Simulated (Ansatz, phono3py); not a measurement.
# KCl (Sylvite, Fm-3m): lattice thermal conductivity

Aim: the lattice thermal conductivity of KCl (Sylvite) against temperature, and which phonons carry it.

Experimental results on record:
- thermal conductivity 7.1 W/m/K near room temperature (given in “Combining the AFLOW GIBBS and Elastic Libraries to efficiently and robustly screen thermo-mechanical properties of solids”, 2017, arXiv:1611.05714)
- thermal conductivity 7.1 W/m/K near room temperature (given in “Predicting the lattice thermal conductivity of solids by solving the Boltzmann transport equation: AFLOW - AAPL an automated, accurate and efficient framework”, 2017, arXiv:1611.05481)

Calculated with Ansatz 0.2.0; DFT LDA, scalar-relativistic, plane waves, PAW.

### 1. The starting structure

The structure is cubic, space group Fm-3m (No. 225). The conventional cell has a = 6.293 Å, b = 6.293 Å, c = 6.293 Å, α = 90.00°, β = 90.00°, γ = 90.00°. Nearest to K lie 6 Cl at 3.15 Å. Nearest to Cl lie 6 K at 3.15 Å. Farther neighbours and most contacts between anions are not listed.

### 2. Probe on a coarse mesh

Before spending time, one coarse run tells the gap and the pressure of the starting cell.

The input, input.yaml:

```yaml
crystal:
  lattice:
    - [0.0, 3.14647, 3.14647]
    - [3.14647, 0.0, 3.14647]
    - [3.14647, 3.14647, 0.0]
  atoms:
    - { symbol: K, position: [0.0, 0.0, 0.0] }
    - { symbol: Cl, position: [0.5, 0.5, 0.5] }
kpoints:
  mp_grid: { grid: [6, 6, 6] }
hamiltonian:
  xc: lda
scf:
  occupations: { method: gaussian, width: 0.1 }
output:
  forces: true
  stress: true
  eigenvalues: true
```

Launch:

```sh
> ansatz run input.yaml --threads 8 --pin off --max-ram 16384MiB --backend cpu --events-out ev --progress --plain --runs-dir out
```

Numbers of over 12 decimals in the logs are rounded to 6 here.

The program printed:

```text
Engine: ansatz 0.2.0, aarch64-unknown-linux-gnu
Pseudopotentials: kind: paw
Pseudopotential: K, paw, valence charge 9, recommended cutoff 420 eV (normal), K.paw.azcp
Pseudopotential: Cl, paw, valence charge 7, recommended cutoff 420 eV (normal), Cl.paw.azcp
Functional definition: SPW92
  exchange = slater_x
  correlation = pw_c
Crystal: 2 atoms, lattice volume = 62.302 Å³
Basis set: ecut = 420 eV, 1243 PW (Γ)
Bands: 12, of which v1, the nominal top of the filled ones, is band 8 counted from 1 (7 counted from 0)
Symmetry: 48 space group operations
Space group: Fm-3m (ITA 225), of the structure as read, at distance tolerance 4.0e-5 Å
k-points: 16 of 216
Non-local potential: K, projectors of the file, l = 0: 3, l = 1: 2, l = 2: 2
Non-local potential: Cl, projectors of the file, l = 0: 2, l = 1: 2, l = 2: 2
PAW form: soft (Blöchl's): semilocal exchange-correlation on the pseudo side does not see the compensation charge
PAW frozen core: K, regenerated for the run's functional, and the local potential with it (the file was generated under x = pbe(κ = 0.804, μ = 0.219515), c = pbe(β = 0.066725))
PAW frozen core: Cl, regenerated for the run's functional, and the local potential with it (the file was generated under x = pbe(κ = 0.804, μ = 0.219515), c = pbe(β = 0.066725))
PAW one-centre angular grid: K, 110 points (default); XC on 64 Gauss nodes
PAW one-centre angular grid: Cl, 110 points (default); XC on 64 Gauss nodes
Initial density: superposition of atomic densities (neutral atoms: chi_scale 0, normalization atom), corrected by the library's trained network
Initial wavefunctions: pseudopotential atomic-orbital guess
Functional: x = slater, c = lda
SCF iter   1: F=—  HF=-2544.258324 eV  |F-HF|=—  |Δ(HF+E_count)|=         —  Δρ=6.14e-3  dr2=2.30e-2  ethr=1.77e-3  ⟨swp⟩=5.4  Hψ=1178  notcnv=0
preconditioner: auto → none  [insulator: Δε(μ)=4.622 eV  Ē_g=14.845 eV  σ=0.100 eV  W_gap=1.00  n_scr=14 (ndim 8)  ℏωp=17.6 eV  f_vac=0.081  D(μ)=0.00/eV (n_scr^D=0)  ε∞_Penn≈2.4]
SCF iter   2: F=—  HF=-2544.250398 eV  |F-HF|=—  |Δ(HF+E_count)|=   7.93e-3  Δρ=2.80e-3  dr2=2.13e-3  ethr=1.44e-4  ⟨swp⟩=2.2  Hψ=386  notcnv=0
SCF iter   3: F=—  HF=-2544.249746 eV  |F-HF|=—  |Δ(HF+E_count)|=   6.52e-4  Δρ=9.37e-4  dr2=3.14e-4  ethr=1.33e-5  ⟨swp⟩=2.3  Hψ=309  notcnv=0
SCF iter   4: F=—  HF=-2544.249649 eV  |F-HF|=—  |Δ(HF+E_count)|=   9.69e-5  Δρ=8.65e-5  dr2=3.86e-6  ethr=1.96e-6  ⟨swp⟩=2.2  Hψ=255  notcnv=0
SCF iter   5: F=—  HF=-2544.249649 eV  |F-HF|=—  |Δ(HF+E_count)|=   1.23e-8  Δρ=1.47e-5  dr2=3.34e-8  ethr=2.41e-8  ⟨swp⟩=2.8  Hψ=298  notcnv=0
SCF iter   6: F=-2544.249649 eV  HF=-2544.249649 eV  |F-HF|=3.91e-11  |Δ(HF+E_count)|=   8.95e-9  Δρ=8.99e-7  dr2=2.65e-10  ethr=2.09e-10  ⟨swp⟩=1.9  Hψ=643  notcnv=0
SCF 1 converged in 6 iterations: F = -2544.249649 eV  dr2 = 2.65e-10
  greatest PAW one-centre occupation: 0.985 electrons in one spin orbital (limit 2), on the K atom at site 0 (counted from 0), in its partial waves of l = 0
SCF converged after 6 iterations
Free energy (F): -2544.249649 eV
Harris-Foulkes:  -2544.249649 eV  (|F-HF|=3.91e-11)
Internal energy: -2544.249649 eV  (E = F + TS)
E sigma→0 (E₀):  -2544.249649 eV
Fermi energy:    2.959890 eV
--- Per-component energies (eV) ---
  E_band       = -134.551910
  E_kinetic    = 414.715584
  E_local      = -837.013784  (includes V_loc(G=0)·N_el)
  E_nonlocal   = 45.499935
  E_hartree    = 278.027148
  E_xc         = -238.994810
  E_vxc        = -285.129303  (∫ρ·V_xc dr)
  E_paw        = -1367.911162  (= ΣΔE_a)
  E_vpaw       = -28.678811  (= ΣTr[D̂ρ^β])
  E_aug_tail   = 0.000095  (compensation charges beyond the density's cutoff)
  E_ewald      = -839.020646
  E_core_change = 0.447992  (= ΣΔE_core)
  E_smearing   = -0.000000  (= −TS)
  E_closure    = 0.000000  (closes the sum)
  Σ components = -2544.249649   (vs F -2544.249649, Δ=0.00e0)
--- Forces (eV/Å), atoms counted from 1 ---
  atom   1  K     -0.00000000     0.00000000     0.00000000
  atom   2  Cl     0.00000000     0.00000000    -0.00000000
  max |Σ_I F_I| component: 5.92e-30 eV/Å
--- Stress (GPa, compression-positive) ---
       -1.959901       0.000000      -0.000000
        0.000000      -1.959901       0.000000
       -0.000000      -0.000000      -1.959901
  P = ⅓ Tr σ = -1.9599 GPa (-19.599 kbar)
--- Band table (eV; the first three rows and the last of 16) ---
  k-point 0: bands = [... 4 lower, -9.9507, 0.5872, 0.5872, 0.5872, 5.3302, 8.6625, 8.6625, 8.6625]
  k-point 1: bands = [... 4 lower, -9.8851, 0.2438, 0.4957, 0.4957, 5.9868, 8.4661, 9.0096, 9.0096]
  k-point 2: bands = [... 4 lower, -9.7637, -0.3079, 0.3232, 0.3232, 7.2261, 8.5103, 9.9508, 9.9508]
  k-point 15: bands = [... 4 lower, -9.8966, -0.0203, 0.1370, 0.2064, 7.4866, 9.1483, 9.2925, 10.4674]
```

The job ended after 0.48 s (8 threads of Arm Neoverse N1, shared host; peak memory 0.3 GiB).

This step gave:

```
pressure          : -1.960 GPa
gap on the k-mesh : 4.743 eV
volume per atom   : 31.15 Å³
```

The start is under -2.0 GPa at this level and looks like an insulator or semiconductor on this mesh.

### 3. Relaxation

Phonons are second derivatives about a minimum, so cell and atoms are relaxed first, inside the symmetry of the start.

input.yaml, the sections that differ from step 2:

```yaml
scf:
  occupations: { method: gaussian, width: 0.02 }
output:
  forces: true
  stress: true
  eigenvalues: true
  write_density: true
  write_potential: true
  elf: true
  volumetric_format: npy
relax:
  adjacent_minimum: "off"
  f_tol: 0.005
  max_steps: 80
  cell: { stress_tol: 0.05 }
# crystal, kpoints, hamiltonian: as in step 2
```

The program printed:

```text
[...]
Crystal: 2 atoms, lattice volume = 62.302 Å³
Basis set: ecut = 420 eV, 1243 PW (Γ)
Bands: 12, of which v1, the nominal top of the filled ones, is band 8 counted from 1 (7 counted from 0)
Symmetry: 48 space group operations
[...]
k-points: 16 of 216
[...]
SCF iter   1: F=—  HF=-2544.258325 eV  |F-HF|=—  |Δ(HF+E_count)|=         —  Δρ=6.14e-3  dr2=2.29e-2  ethr=1.77e-3  ⟨swp⟩=6.0  Hψ=1226  notcnv=0
[...]
SCF iter   6: F=-2544.249649 eV  HF=-2544.249649 eV  |F-HF|=1.57e-10  |Δ(HF+E_count)|=   9.95e-9  Δρ=1.13e-6  dr2=4.85e-10  ethr=1.86e-10  ⟨swp⟩=4.9  Hψ=991  notcnv=0
SCF 1 converged in 6 iterations: F = -2544.249649 eV  dr2 = 4.85e-10
[...]
relax step   1: F+E_penalty+E_count = -2544.24964890 eV  Δ(F+E_penalty+E_count) = +0.000e0 eV  max|allowed force component| = 4.142e-29 eV/Å  Δτ_max = 0.0000 Å  P = -1.960 GPa  Ω = 62.302 Å³  (6 SCF iters, dr2 threshold 1.00e-7 eV, accepted)
Crystal: 2 atoms, lattice volume = 58.814 Å³
Basis set: ecut = 420 eV, 1139 PW (Γ)
[...]
iter 1 solved again at ethr=1.74e-5 eV; its pass at ethr=3.10e-3 eV (dr2=2.78e-3 eV) is discarded
[...]
SCF iter   6: F=-2544.282822 eV  HF=-2544.282822 eV  |F-HF|=1.44e-9  |Δ(HF+E_count)|=   2.67e-8  Δρ=2.45e-6  dr2=3.74e-9  ethr=1.25e-9  ⟨swp⟩=8.0  Hψ=1269  notcnv=0
SCF 2 converged in 6 iterations: F = -2544.282822 eV  dr2 = 3.74e-9
relax step   2: F+E_penalty+E_count = -2544.28282244 eV  Δ(F+E_penalty+E_count) = -3.317e-2 eV  max|allowed force component| = 4.306e-30 eV/Å  Δτ_max = 0.0000 Å  P = -1.022 GPa  Ω = 58.814 Å³  energy of the carried Pulay correction = +7.349e-5 eV  (6 SCF iters, dr2 threshold 2.00e-7 eV, accepted)
Crystal: 2 atoms, lattice volume = 55.433 Å³
Basis set: ecut = 420 eV, 1067 PW (Γ)
[...]
SCF iter   5: F=-2544.291432 eV  HF=-2544.291432 eV  |F-HF|=1.52e-8  |Δ(HF+E_count)|=   1.76e-7  Δρ=9.22e-6  dr2=2.64e-8  ethr=1.25e-9  ⟨swp⟩=9.1  Hψ=1437  notcnv=0
SCF 3 converged in 5 iterations: F = -2544.291432 eV  dr2 = 2.64e-8
relax step   3: F+E_penalty+E_count = -2544.29143157 eV  Δ(F+E_penalty+E_count) = -8.609e-3 eV  max|allowed force component| = 2.925e-30 eV/Å  Δτ_max = 0.0000 Å  P = +0.293 GPa  Ω = 55.433 Å³  energy of the carried Pulay correction = +1.489e-4 eV  (5 SCF iters, dr2 threshold 2.00e-7 eV, accepted)
[...]
relax step   4: F+E_penalty+E_count = -2544.29200104 eV  Δ(F+E_penalty+E_count) = -5.695e-4 eV  max|allowed force component| = 3.985e-30 eV/Å  Δτ_max = 0.0000 Å  P = -0.028 GPa  Ω = 56.152 Å³  energy of the carried Pulay correction = +1.325e-4 eV  (4 SCF iters, dr2 threshold 2.00e-7 eV, accepted)
[...]
SCF iter   1: F=—  HF=-2544.291907 eV  |F-HF|=—  |Δ(HF+E_count)|=         —  Δρ=6.07e-5  dr2=2.78e-7  ethr=9.86e-7  ⟨swp⟩=2.7  Hψ=1668  notcnv=0
eigensolver tolerance schedule: the retry pair's looser diagonalisation over-reported the residual by 566.68 of it (diagonalisation noise at 0.22 of the residual, at the tolerance the schedule requests for it); recorded, not acted on — ethr = c·dr2/N_el stays at c = 1.0e-1
[...]
SCF iter   2: F=—  HF=-2544.291904 eV  |F-HF|=—  |Δ(HF+E_count)|=   3.51e-6  Δρ=2.94e-5  dr2=6.04e-8  ethr=1.74e-9  ⟨swp⟩=2.3  Hψ=299  notcnv=0
[...]
SCF iter   5: F=-2544.291904 eV  HF=-2544.291904 eV  |F-HF|=0.00e0  |Δ(HF+E_count)|=  1.36e-12  Δρ=1.09e-7  dr2=1.92e-12  ethr=1.00e-12  ⟨swp⟩=5.0  Hψ=705  notcnv=0
SCF 5 converged in 5 iterations: F = -2544.291904 eV  dr2 = 1.92e-12
relax step   5: F+E_penalty+E_count = -2544.29190392 eV  Δ(F+E_penalty+E_count) = +9.712e-5 eV  max|allowed force component| = 4.363e-30 eV/Å  Δτ_max = 0.0000 Å  P = -0.029 GPa  Ω = 56.152 Å³  stress off target by 2.92e-2 GPa  SCF on the basis re-selected at this cell (its energy is not comparable with the rows above)  (5 SCF iters)
basis re-selected at this cell: Δ(F+E_penalty+E_count) = +9.712e-5 eV, ΔP = -0.001 GPa vs the last step (what re-selecting the basis moved, of the pressure what is left beyond the Pulay correction that the steps carried, after the strain that the cell walked since its last selection, with what the two solves' SCF thresholds leave and, on support functions, any second-order correction that the steps lacked; it is no m [...]
SCF converged after 5 iterations
Free energy (F): -2544.291904 eV
[...]
Internal energy: -2544.291904 eV  (E = F + TS)
E sigma→0 (E₀):  -2544.291904 eV
Fermi energy:    3.887608 eV
[...]
--- Stress (GPa, compression-positive) ---
       -0.029232      -0.000000      -0.000000
       -0.000000      -0.029232      -0.000000
       -0.000000      -0.000000      -0.029232
  P = ⅓ Tr σ = -0.0292 GPa (-0.292 kbar)
--- Band table (eV; the first three rows and the last of 16) ---
  k-point 0: bands = [... 4 lower, -8.9809, 1.3339, 1.3339, 1.3339, 6.4412, 9.4325, 9.4325, 9.4325]
  k-point 1: bands = [... 4 lower, -8.8952, 0.9277, 1.2149, 1.2149, 7.1593, 9.2606, 9.8177, 9.8177]
  k-point 2: bands = [... 4 lower, -8.7364, 0.2780, 0.9935, 0.9935, 8.3746, 9.4992, 10.8678, 10.8678]
  k-point 15: bands = [... 4 lower, -8.9115, 0.6656, 0.7942, 0.9122, 8.2297, 10.1952, 10.5416, 11.6524]
--- Relaxed structure (4 steps of the walk, 4 accepted, 1 SCFs on fresh bases) ---
  F+E_penalty+E_count = -2544.29190392 eV   max|allowed force component| = 4.363e-30 eV/Å   (the final SCF, on the basis selected at the relaxed cell)
  cell:  # Å, volume = 56.1521 Å³
    - [0, 3.039335, 3.039335]
    - [3.039335, 0, 3.039335]
    - [3.039335, 3.039335, 0]
  atoms:
    - { symbol: K, position: [0, 0, 0] }
    - { symbol: Cl, position: [0.5, 0.5, 0.5] }
```

The job ended after 2 s (8 threads; peak memory 0.33 GiB).

The steps of the relaxation:

```tsv
step	energy less that of the first step (eV)	largest force component (eV/Å)	pressure (GPa)	volume (Å³)
1	0.0000	0.0000	-1.96	62.30
2	-0.0332	0.0000	-1.02	58.81
3	-0.0418	0.0000	0.29	55.43
4	-0.0424	0.0000	-0.03	56.15
5*	-0.0423	0.0000	-0.03	56.15
```

Relaxation steps marked * repeat the geometry before them on a plane-wave basis chosen anew for their cell, so energy and pressure can jump there.

The run keeps the 48 symmetry operations that it works with, so distortions that break them were not tested.

```tsv
conventional cell, symmetrised	before	after	change
a (Å)	6.293	6.079	-3.4 %
b (Å)	6.293	6.079	-3.4 %
c (Å)	6.293	6.079	-3.4 %
volume (Å³/atom)	31.15	28.08	-9.9 %
```

Final coordinates:

```cif
data_structure
_symmetry_space_group_name_H-M 'P 1'
_symmetry_Int_Tables_number 1
_cell_length_a 4.2983
_cell_length_b 4.2983
_cell_length_c 4.2983
_cell_angle_alpha 60.000
_cell_angle_beta 60.000
_cell_angle_gamma 60.000
_cell_volume 56.15
loop_
_atom_site_label
_atom_site_type_symbol
_atom_site_fract_x
_atom_site_fract_y
_atom_site_fract_z
_atom_site_occupancy
K1 K 0.00000 0.00000 0.00000 1
Cl2 Cl 0.50000 0.50000 0.50000 1
```

This step gave:

```yaml
pressure: -0.02923 GPa
gap_on_the_k_mesh: 5.107 eV
volume_per_atom: 28.08 Å³
```

ELF in the ac plane of the conventional cell at fractional y = 0.000, with atoms of K and Cl within 0.2 Å of it. It is the smooth field of the valence electrons, not physical close to the nuclei.

Ten even steps from '0' (0.02) to '9' (0.86), each cell a mean:
```
89821799679941699
99611699999830489
65200479998620146
10000134443200001
44310000110000234
99740025663102689
99961169998303899
69971289899614997
48971399789614996
89971289999504999
99951058986203799
77520002321001467
11100011111000011
32000257776410012
98401599999730268
99821799899940599
79931798469941698
```
Columns run along a (6.1 Å), rows up along c (6.1 Å), edges of the conventional cell, whose origin can differ from the input's. Atoms in or near the plane, at fractional coordinates: K at (0.00, 0.00), K at (0.50, 0.50), Cl at (0.50, 0.00), Cl at (0.00, 0.50).

Electrostatic potential energy in the ac plane of the conventional cell at fractional y = 0.000, with atoms of K and Cl within 0.2 Å of it. With pseudopotentials it is smooth inside the atoms' cores, unlike the true potential.

Ten even steps from '0' (-48 eV) to '9' (8 eV), each cell a mean:
```
02699961004899841
35899985347999864
78999999889999988
99999999999999999
99999999999999999
89999998788999998
35899985347899974
01799962014899840
01699851003799830
13899973125899951
67999987568999986
99999999899999999
99999999999999999
99999999999999999
67899998678999986
13799973115999852
01699961003899730
```
Columns run along a (6.1 Å; values clipped at the 3rd and 97th percentile), rows up along c (6.1 Å), edges of the conventional cell, whose origin can differ from the input's. Atoms in or near the plane, at fractional coordinates: K at (0.00, 0.00), K at (0.50, 0.50), Cl at (0.50, 0.00), Cl at (0.00, 0.50).

Valence density in the ac plane of the conventional cell at fractional y = 0.000, with atoms of K and Cl within 0.2 Å of it. It is the smooth field of the valence electrons, not physical close to the nuclei.

Ten even steps from '_' (0.0 e/Å³) to '@' (4.2 e/Å³), each cell a mean:
```
@@**::______::--::----..____..==%%
++--________..::----..________..==
..______________....____________..
__________________________________
__________________________________
..______________..______________..
--::..________--++==..________..--
::--::______::**@@%%==______..----
__--::______::##@@@@++..____..--::
----..______..++##**--________::--
::..__________..::::__________..::
__________________________________
__________________________________
__________________________________
::..__________..::::..__________::
##==..______..------::________--**
@@##::______::--__::--..____..++@@
```
Columns run along a (6.1 Å), rows up along c (6.1 Å), edges of the conventional cell, whose origin can differ from the input's. Atoms in or near the plane, at fractional coordinates: K at (0.00, 0.00), K at (0.50, 0.50), Cl at (0.50, 0.00), Cl at (0.00, 0.50).

The relaxation ends with a pressure of -0.03 GPa.

### 4. A second relaxation

The relaxation is run once more from where the first one ended, as the script does after a large change of volume or of the gap, with mesh and occupations reviewed.

input.yaml, the sections that differ from step 3:

```yaml
crystal:
  lattice:
    - [0.0, 3.0393353138, 3.0393353138]
    - [3.0393353138, 0.0, 3.0393353138]
    - [3.0393353138, 3.0393353138, 0.0]
  atoms:
    - { symbol: K, position: [0.0, 0.0, 0.0] }
    - { symbol: Cl, position: [0.5, 0.5, 0.5] }
output:
  forces: true
  stress: true
  eigenvalues: true
# kpoints, hamiltonian, scf, relax: as in step 3
```

The program printed:

```text
[...]
Crystal: 2 atoms, lattice volume = 56.152 Å³
Basis set: ecut = 420 eV, 1067 PW (Γ)
Bands: 12, of which v1, the nominal top of the filled ones, is band 8 counted from 1 (7 counted from 0)
Symmetry: 48 space group operations
[...]
k-points: 16 of 216
[...]
k-point 15: bands = [... 4 lower, -8.9115, 0.6656, 0.7942, 0.9122, 8.2297, 10.1952, 10.5416, 11.6524]
--- Relaxed structure (1 steps of the walk, 1 accepted, 1 SCFs on fresh bases) ---
[...]
cell:  # Å, volume = 56.1521 Å³
    - [0.0, 3.0393353138, 3.0393353138]
    - [3.0393353138, 0.0, 3.0393353138]
    - [3.0393353138, 3.0393353138, 0.0]
  atoms:
    - { symbol: K, position: [0.0, 0.0, 0.0] }
    - { symbol: Cl, position: [0.5, 0.5, 0.5] }
[key lines of the parts left out:]
SCF converged after 4 iterations
Free energy (F): -2544.291904 eV
Fermi energy:    3.887608 eV
P = ⅓ Tr σ = -0.0292 GPa (-0.292 kbar)
```

Run time: 0.82 s. Hardware: 8 threads; peak memory 0.31 GiB; 3.2 s of CPU time.

Little changed from the start: no atom moved by 0.005 Å and no cell edge by 0.1 %.

### 5. Relaxing to small residual forces and stress

The thresholds are tightened for a last relaxation ahead of the phonons, and where mesh or smearing change with them the cell follows.

input.yaml, the sections that differ from step 4:

```yaml
scf:
  occupations: { method: fixed }
relax:
  adjacent_minimum: "off"
  f_tol: 0.001
  max_steps: 60
  cell: { stress_tol: 0.01 }
# crystal, kpoints, hamiltonian, output: as in step 4
```

The program printed:

```text
[...]
Crystal: 2 atoms, lattice volume = 56.152 Å³
Basis set: ecut = 420 eV, 1067 PW (Γ)
Bands: 12, of which v1, the nominal top of the filled ones, is band 8 counted from 1 (7 counted from 0)
Symmetry: 48 space group operations
[...]
k-points: 16 of 216
[...]
k-point 15: bands = [... 4 lower, -8.9034, 0.6715, 0.7997, 0.9183, 8.2358, 10.2038, 10.5518, 11.6622]
--- Relaxed structure (2 steps of the walk, 2 accepted, 1 SCFs on fresh bases) ---
[...]
cell:  # Å, volume = 56.1060 Å³
    - [0, 3.038503, 3.038503]
    - [3.038503, 0, 3.038503]
    - [3.038503, 3.038503, 0]
  atoms:
    - { symbol: K, position: [0, 0, 0] }
    - { symbol: Cl, position: [0.500000, 0.500000, 0.500000] }
[key lines of the parts left out:]
SCF converged after 7 iterations
Free energy (F): -2544.291911 eV
Fermi energy:    1.340222 eV
P = ⅓ Tr σ = -0.0094 GPa (-0.094 kbar)
```

The job ended after 1.1 s (8 threads; peak memory 0.31 GiB).

Little changed from the start: no atom moved by 0.005 Å and no cell edge by 0.1 %.

Numbers from this step:

| Property | Result |
| --- | --- |
| pressure | -0.009398 GPa |
| gap on the k-mesh | 5.110 eV |
| volume per atom | 28.05 Å³ |

The residual pressure is -0.0094 GPa, small enough for phonons.

(Part 1 of 3 ends here.)

[Logs are printed without paths, hosts, clocks, repeated set-up lines and the standing remarks that a program may print on its own settings, such as how far it seeks lower states.]

[Hosts, paths, dates, database ids (printed as entryN), source tags and the programs' standing remarks are cut or masked in the printed files.]

[A step with changed settings may run another functional than the one named; its input shows which.]
